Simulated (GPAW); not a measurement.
The S K edge of atom 4 in BaCu2S2 (I4/mmm), with 4 Cu at 2.39 Å (4-fold, site symmetry 4mm), was computed in 2 ways: full core hole (charged cell) and no core hole. Program and functional: GPAW, LDA, Gaussian full width 0.9 eV up to 4 eV, rising linearly to 3.5 eV at 25 eV; cells of 5 and 20 atoms (the run without a hole in the smaller).

Each run is counted from its own lowest empty level or Fermi level and scaled to a mean of 1 over its first 20 eV.

| E (eV) | run 1 | run 2 |
| --- | --- | --- |
| -2.0 | 0.00 | 0.00 |
| -1.5 | 0.00 | 0.00 |
| -1.0 | 0.00 | 0.00 |
| -0.5 | 0.00 | 0.00 |
| 0.0 | 0.01 | 0.02 |
| 0.5 | 0.07 | 0.15 |
| 1.0 | 0.21 | 0.51 |
| 1.5 | 0.41 | 0.76 |
| 2.0 | 0.60 | 0.86 |
| 2.5 | 0.82 | 1.31 |
| 3.0 | 0.90 | 1.62 |
| 3.5 | 1.01 | 1.96 |
| 4.0 | 1.55 | 2.35 |
| 4.5 | 1.97 | 2.26 |
| 5.0 | 2.15 | 2.03 |
| 5.5 | 2.13 | 1.63 |
| 6.0 | 1.96 | 1.25 |
| 6.5 | 1.76 | 0.98 |
| 7.0 | 1.40 | 0.80 |
| 7.5 | 1.04 | 0.71 |
| 8.0 | 0.83 | 0.69 |
| 8.5 | 0.84 | 0.69 |
| 9.0 | 0.95 | 0.74 |
| 9.5 | 0.99 | 0.82 |
| 10.0 | 0.93 | 0.86 |
| 10.5 | 0.87 | 0.84 |
| 11.0 | 0.82 | 0.79 |
| 11.5 | 0.80 | 0.78 |
| 12.0 | 0.80 | 0.79 |
| 12.5 | 0.83 | 0.82 |
| 13.0 | 0.88 | 0.86 |
| 13.5 | 0.91 | 0.92 |
| 14.0 | 0.92 | 0.98 |
| 14.5 | 0.94 | 1.01 |
| 15.0 | 0.95 | 1.00 |
| 15.5 | 0.97 | 0.96 |
| 16.0 | 0.97 | 0.92 |
| 16.5 | 0.96 | 0.88 |
| 17.0 | 0.95 | 0.87 |
| 17.5 | 0.94 | 0.86 |
| 18.0 | 0.91 | 0.85 |
| 18.5 | 0.88 | 0.83 |
| 19.0 | 0.84 | 0.79 |
| 19.5 | 0.80 | 0.76 |
| 20.0 | 0.77 | 0.73 |
| 20.5 | 0.74 | 0.71 |
| 21.0 | 0.72 | 0.69 |
| 21.5 | 0.69 | 0.67 |
| 22.0 | 0.66 | 0.64 |
| 22.5 | 0.62 | 0.61 |
| 23.0 | 0.59 | 0.60 |
| 23.5 | 0.57 | 0.61 |
| 24.0 | 0.56 | 0.65 |
| 24.5 | 0.57 | 0.70 |
| 25.0 | 0.60 | 0.78 |
| 25.5 | 0.66 | 0.87 |
| 26.0 | 0.73 | 0.96 |
| 26.5 | 0.81 | 1.04 |
| 27.0 | 0.89 | 1.09 |
| 27.5 | 0.97 | 1.12 |
| 28.0 | 1.02 | 1.12 |
| 28.5 | 1.05 | 1.10 |
| 29.0 | 1.05 | 1.05 |
| 29.5 | 1.02 | 0.99 |
| 30.0 | 0.98 | 0.94 |

Q: Which run is which?

Run 1: no core hole (area from −2 to 6 eV 6.4, main maxima 5.2 eV (2.18), 9.4 eV (0.99) and 15.9 eV (0.97)). Run 2: full core hole (charged cell) (area from −2 to 6 eV 8.1, main maxima 4.1 eV (2.36), 10.1 eV (0.86) and 14.6 eV (1.01)). With each curve scaled to its own mean, the area from −2 to 6 eV with the hole is 8.1 against 6.4, and the centre of weight from −1 to 20 eV moves by -0.5 eV, while the pattern of peaks shifts by -1.0 eV: the hole pulls the absorber's empty states down.

[Hosts, paths, dates, database ids (printed as entryN), source tags and the programs' standing remarks are cut or masked in the printed files.]

[Lists of maxima count a maximum above −3 eV only where it reaches 4 % of the highest in the window and stands out from its surroundings by 2 % of it (1.5 % where it reaches 55 %); shoulders and weaker maxima are passed over, and of the rest the first, up to two pre-edge ones and the few strongest are named.]
